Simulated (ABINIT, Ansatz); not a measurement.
# Quasiparticle gap of CsSrF3 (Pm-3m) in ABINIT

Aim: the G0W0 gap of CsSrF3 (Pm-3m) on LDA, step by step.

Program: ABINIT 10.8.3. Level of theory: LDA and many-body steps on it, plane waves. Results are calculated unless marked as measured.

### 1. The structure

The structure is cubic, space group Pm-3m (No. 221). Conventional cell: a = 4.763 Å, b = 4.763 Å, c = 4.763 Å, α = 90.00°, β = 90.00°, γ = 90.00°. Nearest to Cs lie 12 F at 3.37 Å. Nearest to Sr lie 6 F at 2.38 Å. Nearest to F lie 2 Sr at 2.38 Å and 4 Cs at 3.37 Å. Farther neighbours and most contacts between anions are not listed.

The cell and positions are those that the Materials Project relaxed with its own functionals (PBE, PBE+U or r2SCAN), kept fixed. Spin-orbit coupling is left out unless a step names it.

### 2. Ground state

This step: ABINIT 10.8.3; DFT, LDA, plane waves, norm-conserving pseudopotentials.

The ground-state density comes first.

run.abi reads:

```
acell 3*1.0 Angstrom
rprim 
  4.763247010000 0.000000000000 0.000000000000
  0.000000000000 4.763247010000 0.000000000000
  0.000000000000 0.000000000000 4.763247010000
ntypat 3
znucl 55 38 9
natom 5
typat 1 2 3 3 3
xred 
  0.000000000000 0.000000000000 0.000000000000
  0.500000000000 0.500000000000 0.500000000000
  0.000000000000 0.500000000000 0.500000000000
  0.500000000000 0.000000000000 0.500000000000
  0.500000000000 0.500000000000 0.000000000000
pp_dirpath "pseudos"
pseudos "Cs.upf, Sr.upf, F.upf"
ecut 36
ngkpt 4 4 4
nshiftk 1
shiftk 0 0 0
kptopt 1
chksymbreak 0
nband 26
occopt 1
tolvrs 1e-10
nstep 60
prtwf 0
optforces 0
optstress 0
indata_prefix "in"
outdata_prefix "out"
tmpdata_prefix "tmp"
```

On the command line:

```console
OMP_NUM_THREADS=1 mpirun -n 4 abinit run.abi > log
```

Numbers of over 12 decimals in the logs are rounded to 6 here.

The program printed:

```text
.Version 10.8.3 of ABINIT. v10.8.2 released Aug 2026.

 Symmetries : space group Pm -3 m (#221); Bravais cP (primitive cubic)
================================================================================
 Values of the parameters that define the memory need of the present run
     intxc =       0    ionmov =       0      iscf =       7    lmnmax =       8
     lnmax =       8     mgfft =      50  mpssoang =       4    mqgrid =    3001
     natom =       5  nloc_mem =       1    nspden =       1   nspinor =       1
    nsppol =       1      nsym =      48    n1xccc =    2501    ntypat =       3
    occopt =       1   xclevel =       1
-    mband =          26        mffmem =           1         mkmem =           3
       mpw =        7532          nfft =      125000          nkpt =          10
================================================================================
  Rough estimation (10% accuracy) of disk space for files :
================================================================================

--------------------------------------------------------------------------------
------------- Echo of variables that govern the present computation ------------
--------------------------------------------------------------------------------
 -outvars: echo values of preprocessed input variables --------
            acell      1.8897261259E+00  1.8897261259E+00  1.8897261259E+00 Bohr

      chksymbreak           0
             ecut      3.60000000E+01 Hartree
-          fftalg         312

              ixc       -1012
              kpt      0.00000000E+00  0.00000000E+00  0.00000000E+00
                       2.50000000E-01  0.00000000E+00  0.00000000E+00
                       5.00000000E-01  0.00000000E+00  0.00000000E+00
                       2.50000000E-01  2.50000000E-01  0.00000000E+00
                       5.00000000E-01  2.50000000E-01  0.00000000E+00
                       5.00000000E-01  5.00000000E-01  0.00000000E+00
                       2.50000000E-01  2.50000000E-01  2.50000000E-01
                       5.00000000E-01  2.50000000E-01  2.50000000E-01
                       5.00000000E-01  5.00000000E-01  2.50000000E-01
                       5.00000000E-01  5.00000000E-01  5.00000000E-01
         kptrlatt        4    0    0      0    4    0      0    0    4
          kptrlen      3.60049293E+01
P           mkmem           3
            natom           5
            nband          26
            ngfft          50      50      50
             nkpt          10
            nstep          60
             nsym          48
           ntypat           3
              occ      2.000000  2.000000  2.000000  2.000000  2.000000  2.000000
                       2.000000  2.000000  2.000000  2.000000  2.000000  2.000000
                       2.000000  2.000000  2.000000  2.000000  2.000000  2.000000
                       2.000000  2.000000  0.000000  0.000000  0.000000  0.000000
                       0.000000  0.000000
        optforces           0
        optstress           0
            prtwf           0
            rprim      4.7632470100E+00  0.0000000000E+00  0.0000000000E+00
                       0.0000000000E+00  4.7632470100E+00  0.0000000000E+00
[...]
spgroup         221

           tolvrs      1.00000000E-10

             xred      0.0000000000E+00  0.0000000000E+00  0.0000000000E+00
[...]
znucl       55.00000   38.00000    9.00000

================================================================================

 chkinp: Checking input parameters for consistency.

================================================================================
== DATASET  1 ==================================================================
-   mpi_nproc: 4, omp_nthreads: 1 (-1 if OMP is not activated)

--- !DatasetInfo
iteration_state: {dtset: 1, }
dimensions: {natom: 5, nkpt: 10, mband: 26, nsppol: 1, nspinor: 1, nspden: 1, mpw: 7532, }
cutoff_energies: {ecut:  36.0, pawecutdg:  -1.0, }
electrons: {nelect:   4.00000000E+01, charge:   0.00000000E+00, occopt:   1.00000000E+00, tsmear:   1.00000000E-02, }

 Real(R)+Recip(G) space primitive vectors, cartesian coordinates (Bohr,Bohr^-1):
 R(1)=  9.0012323  0.0000000  0.0000000  G(1)=  0.1110959  0.0000000  0.0000000
 R(2)=  0.0000000  9.0012323  0.0000000  G(2)=  0.0000000  0.1110959  0.0000000
 R(3)=  0.0000000  0.0000000  9.0012323  G(3)=  0.0000000  0.0000000  0.1110959
 Unit cell volume ucvol=  7.2929949E+02 bohr^3
 Angles (23,13,12)=  9.00000000E+01  9.00000000E+01  9.00000000E+01 degrees

 getcut: wavevector=  0.0000  0.0000  0.0000  ngfft=  50  50  50
         ecut(hartree)=     36.000   => boxcut(ratio)=   2.05661

--- Pseudopotential description ------------------------------------------------
- Cs Generated using ONCVPSP code by D. R. Hamann
- 55.00000   9.00000  201201                  znucl, zion, pspdat
12 -1012 3 -1 2328                            pspcod,pspxc,lmax,lloc,mmax
     nproj     2     2     2     2
  pspatm : epsatm=   21.68725381
         --- l  ekb(1:nproj) -->
[...]
pspatm: atomic psp has been read  and splines computed

- Sr Generated using ONCVPSP code by D. R. Hamann
- 38.00000  10.00000  180309                  znucl, zion, pspdat
12 -1012 2 -1 1812                            pspcod,pspxc,lmax,lloc,mmax
     nproj     2     2     2     0
  pspatm : epsatm=   12.22067766
         --- l  ekb(1:nproj) -->
[...]
pspatm: atomic psp has been read  and splines computed

- F Generated using ONCVPSP code by D. R. Hamann
-  9.00000   7.00000  201202                  znucl, zion, pspdat
12 -1012 2 -1 824                             pspcod,pspxc,lmax,lloc,mmax
     nproj     2     2     1     0
  pspatm : epsatm=    4.94580260
         --- l  ekb(1:nproj) -->
[...]
2   -2.364936
 pspatm: atomic psp has been read  and splines computed

   1.94981357E+03                                ecore*ucvol(ha*bohr**3)
--------------------------------------------------------------------------------

_setup2: Arith. and geom. avg. npw (full set) are    7521.141    7521.132

================================================================================

--- !BeginCycle
iteration_state: {dtset: 1, }
solver: {iscf: 7, nstep: 60, nline: 4, wfoptalg: 0, }
tolerances: {tolvrs: 1.00E-10, }

     iter   Etot(hartree)      deltaE(h)  residm     vres2
 ETOT  1  -131.49270950142    -1.315E+02 1.562E-01 9.048E+02
 ETOT  2  -131.52709857062    -3.439E-02 1.771E-02 6.233E+02
 ETOT  3  -131.79984544856    -2.727E-01 7.199E-03 8.679E+01
 ETOT  4  -131.81282399583    -1.298E-02 8.772E-04 3.285E+00
 ETOT  5  -131.81369641288    -8.724E-04 1.700E-04 1.359E-01
 ETOT  6  -131.81370543248    -9.020E-06 5.714E-05 3.057E-03
 ETOT  7  -131.81370572615    -2.937E-07 2.221E-05 1.262E-04
 ETOT  8  -131.81370574862    -2.248E-08 1.043E-05 1.756E-05
 ETOT  9  -131.81370575228    -3.660E-09 8.317E-06 1.099E-07
 ETOT 10  -131.81370575230    -1.688E-11 6.894E-06 3.742E-09
 ETOT 11  -131.81370575231    -1.373E-11 6.268E-06 2.712E-11

 At SCF step   11       vres2   =  2.71E-11 < tolvrs=  1.00E-10 =>converged.

--- !ResultsGS
iteration_state: {dtset: 1, }
comment   : Summary of ground state results
lattice_vectors:
- [  9.0012323,   0.0000000,   0.0000000, ]
- [  0.0000000,   9.0012323,   0.0000000, ]
- [  0.0000000,   0.0000000,   9.0012323, ]
lattice_lengths: [   9.00123,    9.00123,    9.00123, ]
lattice_angles: [ 90.000,  90.000,  90.000, ] # degrees, (23, 13, 12)
lattice_volume:   7.2929949E+02
convergence: {deltae: -1.373E-11, res2:  2.712E-11, residm:  6.268E-06, diffor:  0.000E+00, }
etotal    :  -1.31813706E+02
entropy   :   0.00000000E+00
fermie    :  -1.78983471E-03
cartesian_stress_tensor: null
pressure_GPa: null
xred      :
- [  0.0000E+00,   0.0000E+00,   0.0000E+00, Cs]
- [  5.0000E-01,   5.0000E-01,   5.0000E-01, Sr]
- [  0.0000E+00,   5.0000E-01,   5.0000E-01,  F]
- [  5.0000E-01,   0.0000E+00,   5.0000E-01,  F]
- [  5.0000E-01,   5.0000E-01,   0.0000E+00,  F]
cartesian_forces: null
force_length_stats: {min: null, max: null, mean: null, }

 Integrated electronic density in atomic spheres:
 ------------------------------------------------
 Atom  Sphere_radius  Integrated_density
[...]
================================================================================

 ----iterations are completed or convergence reached----

 Mean square residual over all n,k,spin=   60.665E-09; max=  62.681E-07
 reduced coordinates (array xred) for    5 atoms
       0.000000000000      0.000000000000      0.000000000000
       0.500000000000      0.500000000000      0.500000000000
       0.000000000000      0.500000000000      0.500000000000
       0.500000000000      0.000000000000      0.500000000000
       0.500000000000      0.500000000000      0.000000000000
 rms dE/dt=  0.0000E+00; max dE/dt=  0.0000E+00; dE/dt below (all hartree)
    1       0.000000000000      0.000000000000      0.000000000000
    2       0.000000000000      0.000000000000      0.000000000000
    3       0.000000000000      0.000000000000      0.000000000000
    4       0.000000000000      0.000000000000      0.000000000000
    5       0.000000000000      0.000000000000      0.000000000000

 cartesian coordinates (angstrom) at end:
    1      0.000000     0.000000     0.000000
    2      2.381624     2.381624     2.381624
    3      0.000000     2.381624     2.381624
    4      2.381624     0.000000     2.381624
    5      2.381624     2.381624     0.000000
 length scales=  1.889726125908  1.889726125908  1.889726125908 bohr
              =  1.000000000000  1.000000000000  1.000000000000 angstroms
 prteigrs : about to open file out_EIG
 Fermi (or HOMO) energy (hartree) =  -0.00179   Average Vxc (hartree)=  -0.34128
 Eigenvalues (hartree) for nkpt=  10  k points:
 kpt#   1, nband= 26, wtk=  0.01563, kpt=  0.0000  0.0000  0.0000 (reduced coord)
  -1.08948   -0.68337   -0.68010   -0.68010   -0.65291   -0.43974   -0.43974   -0.43974
  -0.16924   -0.16924   -0.16924   -0.01383   -0.01383   -0.01383   -0.01117   -0.01117
  -0.01117   -0.00179   -0.00179   -0.00179    0.22150    0.27866    0.27866    0.31332
   0.31332    0.31332
 prteigrs : prtvol=0 or 1, do not print more k-points.

--- !EnergyTerms
iteration_state     : {dtset: 1, }
comment             : Components of total free energy in Hartree
kinetic             :  6.27617150451723E+01
hartree             :  3.71128933480349E+01
xc                  : -3.15057535282604E+01
Ewald energy        : -8.36956558701010E+01
psp_core            :  2.67354301660455E+00
local_psp           : -1.19635390663782E+02
non_local_psp       :  4.74942900017834E-01
total_energy        : -1.31813705752313E+02
total_energy_eV     : -3.58683365974029E+03
band_energy         : -1.15500714485187E+01

== END DATASET(S) ==============================================================
================================================================================

 -outvars: echo values of variables after computation  --------
           etotal     -1.3181370575E+02
            nband          26
             nkpt          10
          spgroup         221
 [... the other variables as echoed above ...]

 Calculation completed.
```

Run time: 58 s. Hardware: 4 MPI ranks of Intel Xeon Platinum 8259CL at 2.50GHz (Skylake/Cascade Lake), shared host; peak memory 0.41 GiB.

This step gave:

```yaml
total_energy: -3586.8337 eV
gap: 6.076 eV
k_of_the_valence_top: 0, 0, 0
k_of_the_conduction_bottom: 0, 0, 0
least_direct_gap: 6.076 eV
```

The gap is direct, at Γ.

[end of part 1 of 3]

[Paths, hosts, dates, memory and timing lines, banners, echoed tables and standing remarks are left out of the program output.]

[Logs are printed without paths, hosts, clocks, repeated set-up lines and the standing remarks that a program may print on its own settings, such as how far it seeks lower states.]

[Runs of the session that timed out or met a known fault of the program may be left out.]

[Hosts, paths, dates, database ids (printed as entryN), source tags and the programs' standing remarks are cut or masked in the printed files.]

[G0W0 gaps are taken among the corrected bands and points alone; a level outside them can change the order at an edge.]

[Where Ansatz stands beside ABINIT at settings called matched, ABINIT's density can come from a denser mesh and the files from another edition; pairs whose starting gaps differed by over 0.03 eV were left out, so agreement reads better than it is.]
